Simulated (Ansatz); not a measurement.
# How Ni(110) screens a field, part 2 of 2

Wanted: the response of a Ni(110) slab to a perpendicular field.

Ansatz 0.2.0; plane-wave DFT, PBE, Ansatz PAW.

So far. Step 6 (Atoms held, field -0.1 V/Å): The dipole is -0.0446 e·Å.

## (7) Single point, field 0.2 V/Å

input.yaml

```yaml
crystal:
  lattice:
    - [3.52, 0.0, 0.0]
    - [0.0, 2.4890158698, 0.0]
    - [0.0, 0.0, 24.2225396744]
  atoms:
    - { symbol: Ni, position: [0.5, 0.5, 0.3715547635], spin: 0.7 }
    - { symbol: Ni, position: [0.0, 0.0, 0.4229328581], spin: 0.7 }
    - { symbol: Ni, position: [0.5, 0.5, 0.4743109527], spin: 0.7 }
    - { symbol: Ni, position: [0.0, 0.0, 0.5256890473], spin: 0.7 }
    - { symbol: Ni, position: [0.5, 0.5, 0.5770671419], spin: 0.7 }
    - { symbol: Ni, position: [0.0, 0.0, 0.6284452365], spin: 0.7 }
magnetization:
  spin_polarized: true
kpoints:
  mp_grid: { grid: [14, 20, 1] }
hamiltonian:
  xc: pbe
scf:
  occupations: { method: fermi_dirac, width: 0.1 }
  convergence: { dr2_threshold: 1.0e-10 }
efield:
  axis: 3
  dipole_correction: true
  ramp_position: 0.97
  ramp_width: 0.06
  amplitude: 0.2
output:
  forces: true
  write_potential: true
  write_density: true
  volumetric_format: npy
```

On the command line:

```console
$ ansatz run input.yaml --threads 4 --pin off --max-ram 6144MiB --backend cpu --events-out ev --progress --plain --runs-dir out
```

What it wrote:

```text
[...]
Crystal: 6 atoms, lattice volume = 212.222 Å³
Basis set: ecut = 420 eV, 4127 PW (Γ), exchange–correlation on 48×36×324 points (8 copies of the dense FFT grid, shifted against one another)
Bands: 68, of which v1, the nominal top of the filled ones, is band 54 counted from 1 (53 counted from 0)
Symmetry: 4 space group operations
k-points: 88 of 280
[...]
k-point 1 ↑: bands = [... 50 lower, 1.5788, 1.6770, 1.6927, 1.7108, 1.9053, 1.9362, 1.9914, 2.7826, ... 10 higher]
  k-point 2 ↑: bands = [... 50 lower, 1.6106, 1.6322, 1.6630, 1.7216, 1.8756, 1.9051, 2.0054, 2.9112, ... 10 higher]
  k-point 87 ↓: bands = [... 50 lower, 2.7829, 2.7833, 2.8836, 2.8864, 3.5813, 3.5820, 5.8862, 5.8885, ... 10 higher]
[key lines of the parts left out:]
SCF converged after 22 iterations
Magnetization: 4.0855 μB (56.0427 up, 51.9573 down)
Free energy (F): -35035.926337 eV
Fermi energy:    2.548239 eV
Dipole field:    D = 0.076118 V/Å  (p = 0.089272 e·Å, saw-weighted, corrected)
```

Wall time 5.6 min (4 threads of Arm Neoverse N1, shared host); peak memory 1.8 GiB; 22 min of CPU time.

The dipole is 0.0893 e·Å.

## (8) Single point, field -0.2 V/Å

Edit input.yaml of step 7 so:

```diff
@@ -26,3 +26,3 @@
   ramp_width: 0.06
-  amplitude: 0.2
+  amplitude: -0.2
 output:
```

What it wrote:

```text
[...]
Crystal: 6 atoms, lattice volume = 212.222 Å³
Basis set: ecut = 420 eV, 4127 PW (Γ), exchange–correlation on 48×36×324 points (8 copies of the dense FFT grid, shifted against one another)
Bands: 68, of which v1, the nominal top of the filled ones, is band 54 counted from 1 (53 counted from 0)
Symmetry: 4 space group operations
k-points: 88 of 280
[...]
k-point 1 ↑: bands = [... 50 lower, 1.5788, 1.6770, 1.6927, 1.7108, 1.9053, 1.9362, 1.9914, 2.7826, ... 10 higher]
  k-point 2 ↑: bands = [... 50 lower, 1.6106, 1.6322, 1.6630, 1.7216, 1.8756, 1.9051, 2.0054, 2.9112, ... 10 higher]
  k-point 87 ↓: bands = [... 50 lower, 2.7829, 2.7833, 2.8836, 2.8864, 3.5813, 3.5820, 5.8862, 5.8885, ... 10 higher]
[key lines of the parts left out:]
SCF converged after 21 iterations
Magnetization: 4.0855 μB (56.0427 up, 51.9573 down)
Free energy (F): -35035.926337 eV
Fermi energy:    2.548239 eV
Dipole field:    D = -0.076115 V/Å  (p = -0.089268 e·Å, saw-weighted, corrected)
```

It took 5.4 min on 4 threads; peak memory 1.8 GiB.

The dipole is -0.0893 e·Å.

## (9) Atoms held, field 0.4 V/Å

Edit input.yaml of step 8 so:

```diff
@@ -26,3 +26,3 @@
   ramp_width: 0.06
-  amplitude: -0.2
+  amplitude: 0.4
 output:
@@ -32 +32,2 @@
   volumetric_format: npy
+  elf: true
```

What it wrote:

```text
[...]
Crystal: 6 atoms, lattice volume = 212.222 Å³
Basis set: ecut = 420 eV, 4127 PW (Γ), exchange–correlation on 48×36×324 points (8 copies of the dense FFT grid, shifted against one another)
Bands: 68, of which v1, the nominal top of the filled ones, is band 54 counted from 1 (53 counted from 0)
Symmetry: 4 space group operations
k-points: 88 of 280
[...]
k-point 1 ↑: bands = [... 50 lower, 1.5686, 1.6668, 1.6825, 1.7006, 1.8951, 1.9260, 1.9813, 2.7707, ... 10 higher]
  k-point 2 ↑: bands = [... 50 lower, 1.6003, 1.6221, 1.6527, 1.7114, 1.8653, 1.8950, 1.9952, 2.8993, ... 10 higher]
  k-point 87 ↓: bands = [... 50 lower, 2.7727, 2.7733, 2.8722, 2.8779, 3.5711, 3.5726, 5.8753, 5.8799, ... 10 higher]
[key lines of the parts left out:]
SCF converged after 21 iterations
Magnetization: 4.0855 μB (56.0427 up, 51.9573 down)
Free energy (F): -35035.953132 eV
Fermi energy:    2.538143 eV
Dipole field:    D = 0.152389 V/Å  (p = 0.178724 e·Å, saw-weighted, corrected)
```

It took 5 min on 4 threads; peak memory 1.8 GiB; 20 min of CPU time.

Running mean over 1.245 Å of the planar mean, with the applied field; the ramp of the sawtooth is left out. The electron's electrostatic potential energy less the Fermi level by z:

| z (Å) | electron's electrostatic potential energy less the Fermi level (eV) |
| --- | --- |
| 3 | 2.69 |
| 4 | 3.09 |
| 5 | 3.48 |
| 6 | 3.86 |
| 7 | 3.98 |
| 8 | 0.804 |
| 9 | -8.98 |
| 10 | -10.3 |
| 11 | -10.4 |
| 12 | -10.4 |
| 13 | -10.4 |
| 14 | -10.3 |
| 15 | -9.71 |
| 16 | -1.45 |
| 17 | 4.22 |
| 18 | 4.97 |
| 19 | 5.40 |
| 20 | 5.80 |
| 21 | 6.20 |

The dipole is 0.179 e·Å.

## (10) The response

This step: plane-wave DFT, PBE, Ansatz PAW; screening of a field by a metal slab (Ansatz 0.2.0).

The dipoles give the slope, and the difference of two potentials shows where the field is screened.

Numbers from this step:

```
equivalent conductor thickness p/(ε₀AE)      : 9.216 Å
distance between the outer atoms             : 6.223 Å
image plane, upper face                      : 1.491 Å
induced electrons on the upper face over ε₀E : -1.001
image plane, lower face                      : 1.491 Å
induced electrons on the lower face over ε₀E : 1.001
```

Table of dipole of the cell by applied field:

| applied field (V/Å) | dipole of the cell (e·Å) |
| --- | --- |
| -0.200 | -0.0893 |
| -0.100 | -0.0446 |
| -0.050 | -0.0223 |
| 0.000 | 1.4e-6 |
| 0.050 | 0.0223 |
| 0.100 | 0.0446 |
| 0.200 | 0.0893 |
| 0.400 | 0.179 |

The total moment stays at 4.09 μB for applied field from -0.2 to 0.4 V/Å.

Local field over the applied field, running mean. From the potentials at -0.05 and 0.05 V/Å; running mean over 1.245 Å. Local field over applied field against z:

| z (Å) | local field over applied field |
| --- | --- |
| 4.5 | 0.998 |
| 5.0 | 0.994 |
| 5.5 | 0.984 |
| 6.0 | 0.960 |
| 6.5 | 0.904 |
| 7.0 | 0.788 |
| 7.5 | 0.574 |
| 8.0 | 0.284 |
| 8.5 | 0.0554 |
| 9.0 | -0.0260 |
| 9.5 | -0.0101 |
| 10.0 | 0.00483 |
| 10.5 | 0.00458 |
| 11.0 | -0.00108 |
| 11.5 | -0.00307 |
| 12.0 | -0.00235 |
| 12.5 | -0.00269 |
| 13.0 | -0.00255 |
| 13.5 | 0.00177 |
| 14.0 | 0.00628 |
| 14.5 | -0.00180 |
| 15.0 | -0.0226 |
| 15.5 | 8.7e-4 |
| 16.0 | 0.165 |
| 16.5 | 0.448 |
| 17.0 | 0.706 |
| 17.5 | 0.863 |
| 18.0 | 0.940 |
| 18.5 | 0.975 |
| 19.0 | 0.990 |
| 19.5 | 0.996 |
| 20.0 | 0.999 |

Electrons, planar mean, per unit field. Table of induced electron density by z:

z (Å), induced electron density (e/Å³ per V/Å) and a bar from the least value:
```
     4.04    0.00001 ###############
     4.49    0.00002 ###############
     4.93    0.00005 ###############
     5.38    0.00011 ###############
     5.83    0.00025 ################
     6.28    0.00053 #################
     6.73    0.00108 ###################
     7.03    0.00169 #####################
     7.48    0.00297 ##########################
     7.92    0.00405 ##############################
     8.37    0.00286 ##########################
     8.82   -0.00058 #############
     9.27   -0.00057 #############
     9.72   -0.00026 ##############
    10.17    0.00011 ###############
    10.62    0.00005 ###############
    11.06    0.00008 ###############
    11.51    0.00008 ###############
    11.96    0.00001 ###############
    12.26   -0.00001 ###############
    12.71   -0.00008 ###############
    13.16   -0.00008 ###############
    13.61   -0.00005 ###############
    14.06   -0.00011 ###############
    14.50    0.00026 ################
    14.95    0.00057 #################
    15.40    0.00058 #################
    15.85   -0.00286 ####
    16.30   -0.00405 
    16.75   -0.00297 ####
    17.20   -0.00169 #########
    17.49   -0.00108 ###########
    17.94   -0.00053 #############
    18.39   -0.00025 ##############
    18.84   -0.00011 ###############
    19.29   -0.00005 ###############
    19.74   -0.00002 ###############
    20.19   -0.00001 ###############
```

By hand: between -0.05 and 0.05 V/Å the dipole changes by 0.04462 e·Å, a slope of 0.4462 e·Å²/V. A perfect conductor of thickness t has p = ε₀AEt, so t = 180.95 × 0.4462 / 8.761 = 9.22 Å (e/ε₀ = 180.95 V·Å, A in Å²). Less the 6.22 Å between the outer atoms, and halved, that puts each image plane 1.50 Å out.

The induced dipole is that of a conductor 9.22 Å thick.

## (11) The same run with other settings

This step: plane-wave DFT, PBE, Ansatz PAW (Ansatz 0.2.0).

An input spoilt on purpose, to show how the run answers: it repeats the earlier run at 0.05 V/Å with scf.max_iter to 5.

Edit input.yaml of step 9 so:

```diff
@@ -21,2 +21,3 @@
   convergence: { dr2_threshold: 1.0e-10 }
+  max_iter: 5
 efield:
@@ -26,3 +27,3 @@
   ramp_width: 0.06
-  amplitude: 0.4
+  amplitude: 0.05
 output:
@@ -32,2 +33 @@
   volumetric_format: npy
-  elf: true
```

What it wrote:

```text
Engine: ansatz 0.2.0, aarch64-unknown-linux-gnu
Pseudopotentials: kind: paw
Pseudopotential: Ni, paw, valence charge 18, recommended cutoff 420 eV (normal), Ni.paw.azcp
Functional definition: PBE
  parameter kappa = 0.804
  parameter beta = 0.066725
  exchange = pbe_x(kappa = kappa, mu = beta*pi^2/3)
  correlation = pbe_c(beta = beta)
Crystal: 6 atoms, lattice volume = 212.222 Å³
Basis set: ecut = 420 eV, 4127 PW (Γ), exchange–correlation on 48×36×324 points (8 copies of the dense FFT grid, shifted against one another)
Bands: 68, of which v1, the nominal top of the filled ones, is band 54 counted from 1 (53 counted from 0)
Symmetry: 4 space group operations
k-points: 88 of 280
Non-local potential: Ni, projectors of the file, l = 0: 3, l = 1: 2, l = 2: 3, l = 3: 1
PAW form: soft (Blöchl's): semilocal exchange-correlation on the pseudo side does not see the compensation charge
PAW one-centre angular grid: Ni, 590 points (default); XC on 64 Gauss nodes
Initial density: superposition of atomic densities (neutral atoms: chi_scale 0, normalization atom, screened)
Starting moments: Σ|m| = 4.2 μB on 6 of 6 sites
Initial wavefunctions: pseudopotential atomic-orbital guess
Functional: x = pbe(κ = 0.804, μ = 0.219515), c = pbe(β = 0.066725)
SCF iter   1: F=—  HF=-35030.484146 eV  |F-HF|=—  |Δ(HF+E_count)|=         —  Δρ=3.32e-2 (↑2.49e-2 ↓3.32e-2)  dr2=6.77e0  dr2_m=1.27e0  M=5.108 μB ∫|m|=5.355 μB  β_m=1.00  ethr=3.10e-3  p=0.021 e·Å  D=1.83e-2 V/Å  ΔV_dip=-0.44 eV  dr2_dipole=4.74e-6  V_vac-E_F(+/−)=7.36/6.70 eV  ⟨swp⟩=10.6  Hψ=61547  notcnv=0  defer=249
Mixer restart at iter 1: flushing history
efield: sawtooth ramp at fractional position 0.9700 (set: `efield.ramp_position`, or a place that a band, a saddle search or an elastic batch's reference lends), width 0.0600; the density the first Hamiltonian is built on has a dipole p = 0.021 e·Å; the dipole correction subtracts the counter field D = 1.83e-2 V/Å, which shifts the + side's vacuum level by -0.44 eV against the − side's; the planar-averaged density in the ramp window peaks in size at 7.6e-6 e/Å³
preconditioner: auto → LDOS  [metal: Δε(μ)=0.001 eV  Ē_g=7.156 eV  σ=0.100 eV  W_gap=0.00  n_scr=44 (ndim 8)  ℏωp=19.7 eV  f_vac=0.619  D(μ)=11.90/eV (n_scr^D=116)]
spin=Collinear: LDOS preconditioning applied to the charge; magnetization (m = ρ↑ − ρ↓) channel mixes plain (no charge-response kernel on spin).
SCF iter   2: F=—  HF=-35030.883730 eV  |F-HF|=—  |Δ(HF+E_count)|=   4.00e-1  Δρ=1.38e-2 (↑1.25e-2 ↓1.38e-2)  dr2=1.63e0  dr2_m=1.61e-2  M=4.810 μB ∫|m|=5.282 μB  β_m=0.31  ethr=3.10e-3  p=0.022 e·Å  D=1.89e-2 V/Å  ΔV_dip=-0.46 eV  dr2_dipole=7.44e-5  V_vac-E_F(+/−)=6.29/5.64 eV  ⟨swp⟩=2.6  Hψ=20567  notcnv=0  defer=559
density mixer auto → msr1: a metal under ldos (density of states about μ 3.57 of a free-electron gas's, 44 screened modes)
SCF iter   3: F=—  HF=-35033.066818 eV  |F-HF|=—  |Δ(HF+E_count)|=    2.18e0  Δρ=8.88e-3 (↑5.49e-3 ↓8.88e-3)  dr2=3.42e-1  dr2_m=4.76e-2  M=4.709 μB ∫|m|=5.214 μB  β_m=0.45  ethr=1.51e-3  p=0.022 e·Å  D=1.90e-2 V/Å  ΔV_dip=-0.46 eV  dr2_dipole=1.83e-5  V_vac-E_F(+/−)=5.78/5.14 eV  ⟨swp⟩=12.5  Hψ=107692  notcnv=0
SCF iter   4: F=—  HF=-35035.119920 eV  |F-HF|=—  |Δ(HF+E_count)|=    2.05e0  Δρ=1.22e-2 (↑4.43e-3 ↓1.22e-2)  dr2=2.83e-1  dr2_m=6.38e-2  M=4.378 μB ∫|m|=4.936 μB  β_m=0.58  ethr=3.17e-4  p=0.022 e·Å  D=1.91e-2 V/Å  ΔV_dip=-0.46 eV  dr2_dipole=5.46e-6  V_vac-E_F(+/−)=5.25/4.61 eV  ⟨swp⟩=9.9  Hψ=94907  notcnv=0
SCF iter   5: F=—  HF=-35035.854091 eV  |F-HF|=—  |Δ(HF+E_count)|=   7.34e-1  Δρ=4.28e-3 (↑1.33e-3 ↓4.28e-3)  dr2=4.64e-2  dr2_m=7.86e-3  M=4.176 μB ∫|m|=4.733 μB  β_m=0.76  ethr=2.62e-4  p=0.023 e·Å  D=1.92e-2 V/Å  ΔV_dip=-0.47 eV  dr2_dipole=1.71e-5  V_vac-E_F(+/−)=5.02/4.38 eV  ⟨swp⟩=8.5  Hψ=94253  notcnv=0
Error: did not converge after 5 iterations: dr2 = 4.64e-2 (threshold 1.00e-10), under the density mixer `msr1`, the choice of which `scf.mixing.algorithm: auto` left to the run (`scf.mixing.algorithm: msr1` with `scf.mixing.negative_modes: turned` runs it from the first mix; on a metal `scf.mixing.preconditioner: ldos` does); raise `scf.max_iter`, which need not help a stalled SCF, or adjust the mixing (`scf.mixing`) or, under a smearing, its width (`scf.occupations.width`, in either direction: another width is another result); this SCF holds its density and magnetisation to the symmetry operations that it keeps, and cannot end on a state that breaks one of them: [rest of the remark cut]
```

Run time: 2.8 min. Hardware: 4 threads; peak memory 1.7 GiB; 11 min of CPU time.

Residual by cycle:

cycle, log10 residual and a bar from the least value:
```
        1        0.8 ##############################
        2        0.2 #####################
        3       -0.5 ############
        4       -0.5 ###########
        5       -1.3
```

The run stopped without converging, so none of its numbers is a property of the system.

After 5 cycles the residual stands at 0.046. The cap of 5 cycles in the input ended the loop.

The program's message: “Error: did not converge after 5 iterations: dr2 = 4.64e-2 (threshold 1.00e-10), under the density mixer `msr1`, the choice of which `scf.mixing.algorithm: auto` left to the run (`scf.mixing.algorithm: …”

The fault put into the input: too few SCF iterations.

## (12) The same run with other settings: efield.amplitude = -0.2

Another changed input: it repeats the earlier run at 0.05 V/Å with efield.amplitude from 0.05 to -0.2.

Edit input.yaml of step 11 so:

```diff
@@ -21,3 +21,2 @@
   convergence: { dr2_threshold: 1.0e-10 }
-  max_iter: 5
 efield:
@@ -27,3 +26,3 @@
   ramp_width: 0.06
-  amplitude: 0.05
+  amplitude: -0.2
 output:
```

What it wrote:

```text
[...]
Crystal: 6 atoms, lattice volume = 212.222 Å³
Basis set: ecut = 420 eV, 4127 PW (Γ), exchange–correlation on 48×36×324 points (8 copies of the dense FFT grid, shifted against one another)
Bands: 68, of which v1, the nominal top of the filled ones, is band 54 counted from 1 (53 counted from 0)
Symmetry: 4 space group operations
k-points: 88 of 280
[...]
Starting moments: Σ|m| = 4.2 μB on 6 of 6 sites
[...]
SCF iter   1: F=—  HF=-35030.481330 eV  |F-HF|=—  |Δ(HF+E_count)|=         —  Δρ=3.32e-2 (↑2.50e-2 ↓3.32e-2)  dr2=6.76e0  dr2_m=1.28e0  M=5.110 μB ∫|m|=5.360 μB  β_m=1.00  ethr=3.10e-3  p=-0.086 e·Å  D=-7.31e-2 V/Å  ΔV_dip=1.77 eV  dr2_dipole=9.30e-5  V_vac-E_F(+/−)=5.66/8.34 eV  ⟨swp⟩=10.8  Hψ=61929  notcnv=0  defer=239
[...]
SCF iter  21: F=-35035.926337 eV  HF=-35035.926337 eV  |F-HF|=1.16e-10  |Δ(HF+E_count)|=  2.04e-10  Δρ=4.06e-8 (↑9.09e-9 ↓4.06e-8)  dr2=8.48e-12  dr2_m=5.86e-13  M=4.085 μB ∫|m|=4.659 μB  ethr=1.00e-12  p=-0.089 e·Å  D=-7.61e-2 V/Å  ΔV_dip=1.84 eV  dr2_dipole=1.30e-12  V_vac-E_F(+/−)=3.12/5.73 eV  ⟨swp⟩=5.8  Hψ=58858  notcnv=0
SCF 1 converged in 21 iterations: F = -35035.926337 eV  dr2 = 8.48e-12
[...]
SCF converged after 21 iterations
[...]
Magnetization: 4.0855 μB (56.0427 up, 51.9573 down)
Absolute magnetization: 4.6633 μB (∫|ρ↑−ρ↓|, with the PAW one-centre terms)
[...]
Per-site moments (μB) at R_I (Å): [(0.801858, 1.026719), (0.685645, 1.026719), (0.670372, 1.026719), (0.672244, 1.026719), (0.682117, 1.026719), (0.797414, 1.026719)]
Free energy (F): -35035.926337 eV
[...]
Internal energy: -35035.559790 eV  (E = F + TS)
E sigma→0 (E₀):  -35035.743063 eV
Entropy (-TS):   -0.366547 eV (-61.091 meV/atom)
Fermi energy:    2.548239 eV
Dipole field:    D = -0.076115 V/Å  (p = -0.089268 e·Å, saw-weighted, corrected)
Work function:   not extracted (applied field tilts the vacuum); planar V_es + V_field profile in the machine report
[...]
--- Forces (eV/Å), atoms counted from 1 ---
  atom   1  Ni     0.00000000     0.00000000     0.62401811
  atom   2  Ni     0.00000000     0.00000000    -0.42284023
  atom   3  Ni     0.00000000     0.00000000    -0.25628762
  atom   4  Ni     0.00000000     0.00000000     0.24904844
  atom   5  Ni     0.00000000     0.00000000     0.42812439
  atom   6  Ni     0.00000000     0.00000000    -0.62206418
  max |Σ_I F_I| component: 1.09e-6 eV/Å
--- Band table (eV; the first three rows and the last of 176) ---
  k-point 0 ↑: bands = [... 50 lower, 1.5479, 1.6673, 1.6861, 1.7899, 1.8667, 1.9243, 2.0424, 2.7398, ... 10 higher]
  k-point 1 ↑: bands = [... 50 lower, 1.5788, 1.6770, 1.6927, 1.7108, 1.9053, 1.9362, 1.9914, 2.7826, ... 10 higher]
  k-point 2 ↑: bands = [... 50 lower, 1.6106, 1.6322, 1.6630, 1.7216, 1.8756, 1.9051, 2.0054, 2.9112, ... 10 higher]
  k-point 87 ↓: bands = [... 50 lower, 2.7829, 2.7833, 2.8836, 2.8864, 3.5813, 3.5820, 5.8862, 5.8885, ... 10 higher]
```

Wall time 5.4 min (4 threads); peak memory 1.8 GiB; 21 min of CPU time.

Read from the output:

```yaml
energy_at_zero_smearing: -35035.7431 eV
site_moments: 0.8019, 0.6856, 0.6704, 0.6722, 0.6821, 0.7974 μB
dipole_along_the_normal: -0.08927 e·Å
```

Force by atom:

```
atom  x (eV/Å)  y (eV/Å)  z (eV/Å)   size
 Ni1     0.000     0.000     0.624  0.624
 Ni2     0.000     0.000    -0.423  0.423
 Ni3     0.000     0.000    -0.256  0.256
 Ni4     0.000     0.000     0.249  0.249
 Ni5     0.000     0.000     0.428  0.428
 Ni6     0.000     0.000    -0.622  0.622
```

```
                     quantity  this run  earlier run  difference
dipole along the normal (e·Å)  -0.08927      0.02231       -0.11
            total moment (μB)     4.085        4.085     -1.6e-6
```

The applied field differs, and the slope found earlier predicts a dipole of -0.0893 e·Å; this run gives -0.0893 e·Å, in line with it.

## (13) Summary of results

```
work function                                : 4.47 eV
image plane, upper face                      : 1.49 Å
induced electrons on the upper face over ε₀E : -1.00
equivalent conductor thickness p/(ε₀AE)      : 9.22 Å
```

What this shows: The induced charge has its centre 1.49 Å outside the outermost atoms; this is the plane from which a capacitor's gap or an image potential counts. The equivalent conductor thickness exceeds the distance between the outer atoms by 2.99 Å, about the sum of the two image-plane distances. The atoms are held at bulk positions with the tabulated experimental lattice constant. The magnetic order is the one reached from the typed start; other orders were not compared.

[Long decimals in the printed logs are rounded to 6 places.]

[Logs are printed without paths, hosts, clocks, repeated set-up lines and the standing remarks that a program may print on its own settings, such as how far it seeks lower states.]

[Hosts, paths, dates, database ids (printed as entryN), source tags and the programs' standing remarks are cut or masked in the printed files.]

[Maps of the electrostatic potential energy from Ansatz leave out the sawtooth potential of an applied field or a dipole correction, so their vacuum need not be flat; planar profiles and work functions include it.]
